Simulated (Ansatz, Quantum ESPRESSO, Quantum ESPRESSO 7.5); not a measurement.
# Band edges of W2CO2 MXene, 1 layer under strain

Wanted: deformation of the bands of W2CO2 MXene, 1 layer, driven from Python.

Main program and level: Quantum ESPRESSO 7.5; plane-wave DFT, PBE, GBRV ultrasoft pseudopotentials (geometry by Ansatz 0.2.0 with PAW datasets; geometry under PBE).

Report form: the programs' logs are mostly left out.

**1. The structure**

The cell holds 5 atoms: 2 O, 2 W and 1 C. Cell: a = 3.125 Å, b = 3.125 Å, c = 19.684 Å, α = 90.0°, β = 90.0°, γ = 120.0°. It derives from W2CO2. Vacuum lies along c.

**2. Relaxation with Ansatz**

The geometry comes first, from a plane-wave PAW code, so that the later runs on this slab share one structure.

File input.yaml:

```yaml
crystal:
  lattice:
    - [3.125408, 0.0, 0.0]
    - [-1.562704, 2.7066827252, 0.0]
    - [0.0, 0.0, 19.6843915819]
  atoms:
    - { symbol: O, position: [0.3333333333, 0.6666666667, 0.3810125382] }
    - { symbol: W, position: [0.6666666667, 0.3333333333, 0.4373512397] }
    - { symbol: C, position: [0.0, 0.0, 0.5] }
    - { symbol: W, position: [0.3333333333, 0.6666666667, 0.5626487603] }
    - { symbol: O, position: [0.6666666667, 0.3333333333, 0.6189874618] }
kpoints:
  mp_grid: { grid: [12, 12, 1] }
hamiltonian:
  xc: pbe
scf:
  occupations: { method: fermi_dirac, width: 0.05 }
  convergence: { dr2_threshold: 1.0e-08 }
efield:
  axis: 3
  dipole_correction: true
  ramp_position: 0.97
  ramp_width: 0.04
relax:
  f_tol: 0.01
  cell: { fix: [c, alpha, beta] }
output:
  write_potential: true
  write_density: true
  volumetric_format: npy
```

The run is started by

```console
$ ansatz run input.yaml --threads 2 --pin off --max-ram 4096MiB --backend cpu --events-out ev --progress --plain --runs-dir out
```

It took 15 s on 2 threads of Intel Xeon 6975P-C (Granite Rapids), shared host; peak memory 0.5 GiB.

Relaxation path:

| step | energy less that of the first step (eV) | largest force component (eV/Å) | pressure (GPa) | volume (Å³) |
| --- | --- | --- | --- | --- |
| 1 | 0.0000 | 2.4478 | -5.05 | 166.52 |
| 2 | -0.2830 | 2.0686 | 3.79 | 165.67 |
| 3 | -0.4021 | 1.0586 | -0.73 | 162.84 |
| 4 | -0.4528 | 0.2177 | -0.16 | 164.98 |
| 5 | -0.4528 | 0.1647 | -0.16 | 165.12 |
| 6 | -0.4539 | 0.0054 | 0.01 | 165.14 |
| 7* | -0.4523 | 0.0053 | 0.00 | 165.14 |

Relaxation steps marked * repeat the geometry before them on a plane-wave basis chosen anew for their cell, so energy and pressure can jump there.

Forces are held to the 6 operations that the run works with; a distortion that breaks them can't arise in this run.

| cell as run | before | after | change |
| --- | --- | --- | --- |
| a (Å) | 3.125 | 3.112 | -0.4 % |
| b (Å) | 3.125 | 3.112 | -0.4 % |

The atoms that moved most (Å, along periodic axes as changes of fractional coordinates times the final cell, across vacuum about the mean position):

| atom | dx | dy | dz | length |
| --- | --- | --- | --- | --- |
| W4 | 0.000 | 0.000 | -0.129 | 0.129 |
| W2 | 0.000 | 0.000 | 0.129 | 0.129 |
| O1 | 0.000 | 0.000 | 0.103 | 0.103 |
| O5 | 0.000 | 0.000 | -0.103 | 0.103 |

Final coordinates:

```xyz
5
Lattice="3.1124 0.0000 0.0000 -1.5562 2.6954 0.0000 0.0000 0.0000 19.6844" Properties=species:S:1:pos:R:3
O     0.0000    1.7969    7.6034
W     1.5562    0.8985    8.7379
C     0.0000    0.0000    9.8422
W     0.0000    1.7969   10.9465
O     1.5562    0.8985   12.0810
```

This step gave:

* free energy: -22154.7967 eV
* energy at zero smearing: -22154.7913 eV
* smearing term TS: 0.01085 eV
* Fermi energy: 1.731 eV
* symmetry operations: 6
* work function of the upper face: 5.829 eV
* work function of the lower face: 5.830 eV
* dipole along the normal: 7.70e-6 e·Å

**3. Running the series**

Under ESM bc1 levels count from the vacuum, or from the mean of the two vacuum levels where the sheet has a dipole, so band edges at unlike strains can be compared.

Level of this step: plane-wave DFT, PBE, GBRV ultrasoft pseudopotentials (Quantum ESPRESSO 7.5).

File run.py:

```python
import json
import numpy as np
from ase import Atoms
from ase.calculators.espresso import Espresso, EspressoProfile

profile = EspressoProfile(command='mpirun -n 2 pw.x -nk 2', pseudo_dir='../pseudo')
pseudopotentials = {'C': 'c_pbe_v1.2.uspp.F.UPF', 'O': 'o_pbe_v1.2.uspp.F.UPF', 'W': 'w_pbe_v1.2.uspp.F.UPF'}
system = {'ecutwfc': 40, 'ecutrho': 200, 'occupations': 'smearing', 'smearing': 'fd', 'degauss': 0.002}


def calculator(name, kpts, **extra):
    data = dict(control=dict(tprnfor=True, verbosity='high', disk_io='none'),
                system=system | extra,
                electrons=dict(conv_thr=1e-09, mixing_beta=0.4, mixing_mode='plain',
                               electron_maxstep=100))
    return Espresso(profile=profile, directory=name, pseudopotentials=pseudopotentials, kpts=kpts, input_data=data)


def centre(atoms):
    z = atoms.positions[:, 2]
    atoms.positions[:, 2] -= (z.max() + z.min()) / 2  # ESM wants the slab about z = 0
    return atoms

sheet = Atoms(
    ['O', 'W', 'C', 'W', 'O'],
    scaled_positions=[
        [0.3333333333, 0.6666666667, 0.3862645810],
        [0.6666666667, 0.3333333333, 0.4439012994],
        [0.0000000000, 0.0000000000, 0.4999999955],
        [0.3333333333, 0.6666666667, 0.5560986967],
        [0.6666666667, 0.3333333333, 0.6137354274]],
    cell=[
        [3.112397342069, 0.000000000000, 0.000000000000],
        [-1.556198671034, 2.695415164903, 0.000000000000],
        [0.000000000000, 0.000000000000, 19.684391581900]],
    pbc=True)

rows = []
for strain in [-0.03, -0.015, 0.0, 0.015, 0.03]:
    atoms = sheet.copy()
    atoms.set_cell(sheet.cell.array * [[1 + strain], [1 + strain], [1]], scale_atoms=True)
    atoms = centre(atoms)
    atoms.calc = calculator(f's{strain:+.3f}', (12, 12, 1), assume_isolated='esm', esm_bc='bc1', nbnd=26)
    energy = atoms.get_potential_energy()
    levels = np.array([atoms.calc.get_eigenvalues(kpt=i) for i in range(len(atoms.calc.get_ibz_k_points()))])
    top, bottom = levels[:, 21].max(), levels[:, 22].min()
    direct = (levels[:, 22] - levels[:, 21]).min()
    rows.append([strain, energy, top, bottom, direct])
    print(f'strain {strain:+.3f}: E = {energy:.5f} eV, valence top {top:.3f}, conduction bottom {bottom:.3f}, '
          f'gap {bottom - top:.3f}, least direct gap {direct:.3f} eV')

x, energy, top, bottom, direct = np.array(rows).T
area = np.linalg.norm(np.cross(*sheet.cell[:2]))
stiffness = np.polyfit(x, energy, 2)[0] / area * 16.0218  # C11 + C12, heights clamped
print(f'valence and conduction edges move by {np.polyfit(x, top, 1)[0]:.2f} and {np.polyfit(x, bottom, 1)[0]:.2f} eV per unit biaxial strain')
print(f'C11 + C12 with clamped heights: {stiffness:.1f} N/m')
json.dump(dict(rows=rows, stiffness=stiffness), open('result.json', 'w'))
```

The run is started by

```console
$ OMP_NUM_THREADS=1 python run.py
```

It took 4 min on 2 MPI ranks; peak memory 0.59 GiB.

Numbers from this step:

| Item | Value |
| --- | --- |
| biaxial stiffness | 522.6 N/m |

Table of band edge from the vacuum level by biaxial strain:

| biaxial strain (%) | valence top (eV) | conduction bottom (eV) |
| --- | --- | --- |
| -3.00 | -5.08 | -6.70 |
| -1.50 | -5.14 | -6.66 |
| 0.00 | -5.33 | -6.65 |
| 1.50 | -5.54 | -6.64 |
| 3.00 | -5.73 | -6.65 |

Table of gap by biaxial strain:

| biaxial strain (%) | on the mesh (eV) | least direct (eV) |
| --- | --- | --- |
| -3.00 | -1.62 | 0 |
| -1.50 | -1.52 | 1.0e-4 |
| 0.00 | -1.31 | 1.0e-4 |
| 1.50 | -1.10 | 0 |
| 3.00 | -0.918 | 0 |

Energy over the lowest against biaxial strain:

| biaxial strain (%) | energy over the lowest (meV) |
| --- | --- |
| -3.00 | 293 |
| -1.50 | 77.5 |
| 0.00 | 0 |
| 1.50 | 45.2 |
| 3.00 | 199 |

**4. The script: PBEsol, GBRV ultrasoft**

Level of this step: plane-wave DFT, PBEsol, GBRV ultrasoft pseudopotentials (Quantum ESPRESSO 7.5).

run.py is the input of step 3 with these lines changed:

```diff
@@ -6,3 +6,3 @@
 profile = EspressoProfile(command='mpirun -n 2 pw.x -nk 2', pseudo_dir='../pseudo')
-pseudopotentials = {'C': 'c_pbe_v1.2.uspp.F.UPF', 'O': 'o_pbe_v1.2.uspp.F.UPF', 'W': 'w_pbe_v1.2.uspp.F.UPF'}
+pseudopotentials = {'C': 'c_pbesol_v1.2.uspp.F.UPF', 'O': 'o_pbesol_v1.2.uspp.F.UPF', 'W': 'w_pbesol_v1.2.uspp.F.UPF'}
 system = {'ecutwfc': 40, 'ecutrho': 200, 'occupations': 'smearing', 'smearing': 'fd', 'degauss': 0.002}
```

The run is started by

```console
$ OMP_NUM_THREADS=1 python run.py
```

The job ended after 5.1 min (2 MPI ranks; peak memory 0.59 GiB).

This step gave:

| Quantity | Value |
| --- | --- |
| biaxial stiffness | 510.0 N/m |

Table of band edge from the vacuum level by biaxial strain:

| biaxial strain (%) | valence top (eV) | conduction bottom (eV) |
| --- | --- | --- |
| -3.00 | -5.17 | -6.76 |
| -1.50 | -5.23 | -6.73 |
| 0.00 | -5.41 | -6.71 |
| 1.50 | -5.61 | -6.71 |
| 3.00 | -5.80 | -6.71 |

The gap by biaxial strain:

| biaxial strain (%) | on the mesh (eV) | least direct (eV) |
| --- | --- | --- |
| -3.00 | -1.59 | 1.0e-4 |
| -1.50 | -1.50 | 0 |
| 0.00 | -1.31 | 1.0e-4 |
| 1.50 | -1.10 | 0 |
| 3.00 | -0.916 | 0 |

Energy over the lowest against biaxial strain:

| biaxial strain (%) | energy over the lowest (meV) |
| --- | --- |
| -3.00 | 123 |
| -1.50 | 0 |
| 0.00 | 11.4 |
| 1.50 | 143 |
| 3.00 | 380 |

**5. The arithmetic**

Under equal strain ε in the plane, E = A (C11 + C12) ε². From the points at ±1.5 %: d²E/dε² = (77.54 + 45.19 − 2 × 0.00) meV / 0.015² = 545 eV, and 545/(2 × 8.389 Å²) × 16.02 = 521 N/m.

**6. Summary of results**

| Property | Result |
| --- | --- |
| C11 + C12, heights clamped, PBE, GBRV ultrasoft | 523 N/m |
| C11 + C12, heights clamped, PBEsol, GBRV ultrasoft | 510 N/m |

The sheet's biaxial stiffness comes to 523 N/m (PBE, GBRV ultrasoft). The bands overlap at every strain: the sheet is a metal, and edges by band count are no gaps. Heights are clamped under strain, which makes a sheet with several atomic planes too stiff. Zero strain is the PBE cell; under PBEsol the energy is lowest near -0.8 %, so its stiffness is taken away from its own minimum. Semilocal gaps are too small. Spin-orbit coupling is left out; depending on the atoms that carry the levels of interest, it can split and shift them by tenths of an eV to an eV or more.

[Logs are printed without paths, hosts, clocks, repeated set-up lines and the standing remarks that a program may print on its own settings, such as how far it seeks lower states.]

[Hosts, paths, dates, database ids (printed as entryN), source tags and the programs' standing remarks are cut or masked in the printed files.]

[Maps of the electrostatic potential energy from Ansatz leave out the sawtooth potential of an applied field or a dipole correction, so their vacuum need not be flat; planar profiles and work functions include it.]
